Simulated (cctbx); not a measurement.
**Diagnosing a refinement**

Cell a = 6.9190 Å, b = 11.8920 Å, c = 11.3900 Å, α = 90.00°, β = 90.49°, γ = 90.00°; space group C2/c (no. 15). The compound is Li2MgSi2S6.

The data are simulated with cctbx, not measured: Mo Kα, λ = 0.71073 Å, to d = 0.7 Å, 95 % of the full sphere, strongest reflection 20000 counts, noise from counting, a 3 % proportional error and a noise floor of 15 counts (s.d.); no absorption.

An isotropic refinement with weights 1/σ² prints:

```text
Rint 0.029, 1424 unique reflections to 0.70 A
cycle     R1     wR2    GooF  max shift (A)
   1  0.7853  0.9623  32.071   1.07684
   5  0.0153  0.0357   1.190   0.00033
final R1 0.0153 wR2 0.0357 GooF 1.190  parameters 21  data/parameter 67.8
atom        x        y        z      Ueq    occ   su(xyz)  su(Uiso or U11)
S1     0.36868  0.85848  0.90669   0.0059  1.000  0.00004  0.0001
S2     0.25515  0.12002  0.79781   0.0047  1.000  0.00003  0.0001
S3     0.00000  0.00000  0.50000   0.0050  1.000  0.00000  0.0001
S4     0.50000  0.37907  0.75000   0.0055  1.000  0.00003  0.0001
Si1    0.16845  0.96960  0.86131   0.0041  1.000  0.00004  0.0001
Mg1    0.50000  0.24773  0.25000   0.0051  1.000  0.00004  0.0001
Li1    0.43571  0.16716  0.61794   0.0081  1.000  0.00028  0.0003
difference map: max 0.43 min -0.47 rms 0.09
Q1    0.0948  0.3398  0.6168    8    0.47  0.43 A from S1
Q2    0.1782  0.3670  0.5646    8    0.45  0.47 A from S1
Q3    0.0382  0.0066  0.5325    8    0.45  0.46 A from S3
Q4    0.0000  0.2941  0.7500    4    0.37  0.50 A from Mg1
Q5    0.2305  0.0996  0.7662    8    0.37  0.47 A from S2
Q6    0.0480  0.4170  0.5218    8    0.36  1.21 A from S1
```

**Question.** Can this result stand? If not, what is the likely fault?

It can stand. The set-up had a fault (start far from the minimum), but the refinement still reached the right minimum: R1 = 0.0153, wR2 = 0.0357, GooF = 1.19 against R1 = 0.0153, wR2 = 0.0357, GooF = 1.19 for the right model.

The compound is Li2MgSi2S6. The right model at the same level gives:

```text
Rint 0.029, 1424 unique reflections to 0.70 A
cycle     R1     wR2    GooF  max shift (A)
   1  0.2671  0.5319  17.728   0.09925
   2  0.0153  0.0357   1.190   0.00004
final R1 0.0153 wR2 0.0357 GooF 1.190  parameters 21  data/parameter 67.8
atom        x        y        z      Ueq    occ   su(xyz)  su(Uiso or U11)
S1     0.36868  0.85848  0.90669   0.0059  1.000  0.00004  0.0001
S2     0.25515  0.12002  0.79781   0.0047  1.000  0.00003  0.0001
S3     0.00000  0.00000  0.50000   0.0050  1.000  0.00000  0.0001
S4     0.50000  0.37907  0.75000   0.0055  1.000  0.00003  0.0001
Si1    0.16845  0.96960  0.86131   0.0041  1.000  0.00004  0.0001
Mg1    0.50000  0.24773  0.25000   0.0051  1.000  0.00004  0.0001
Li1    0.43571  0.16716  0.61794   0.0081  1.000  0.00028  0.0003
difference map: max 0.43 min -0.47 rms 0.09
Q1    0.0948  0.3398  0.6168    8    0.47  0.43 A from S1
Q2    0.1782  0.3670  0.5646    8    0.45  0.47 A from S1
Q3    0.0382  0.0066  0.5325    8    0.45  0.46 A from S3
Q4    0.0000  0.2941  0.7500    4    0.37  0.50 A from Mg1
Q5    0.2305  0.0996  0.7662    8    0.37  0.47 A from S2
Q6    0.0480  0.4170  0.5218    8    0.36  1.21 A from S1
```

Isotropic U is held between 0.0001 and 1 Å² by the program, and listed peak heights are interpolated, so they can pass the grid's maximum.

This is a model crystal, built by substitution and not relaxed, with assumed displacement parameters.

[Middle refinement cycles are left out of these outputs.]

[Logs are printed without paths, hosts, clocks, repeated set-up lines and the standing remarks that a program may print on its own settings, such as how far it seeks lower states.]
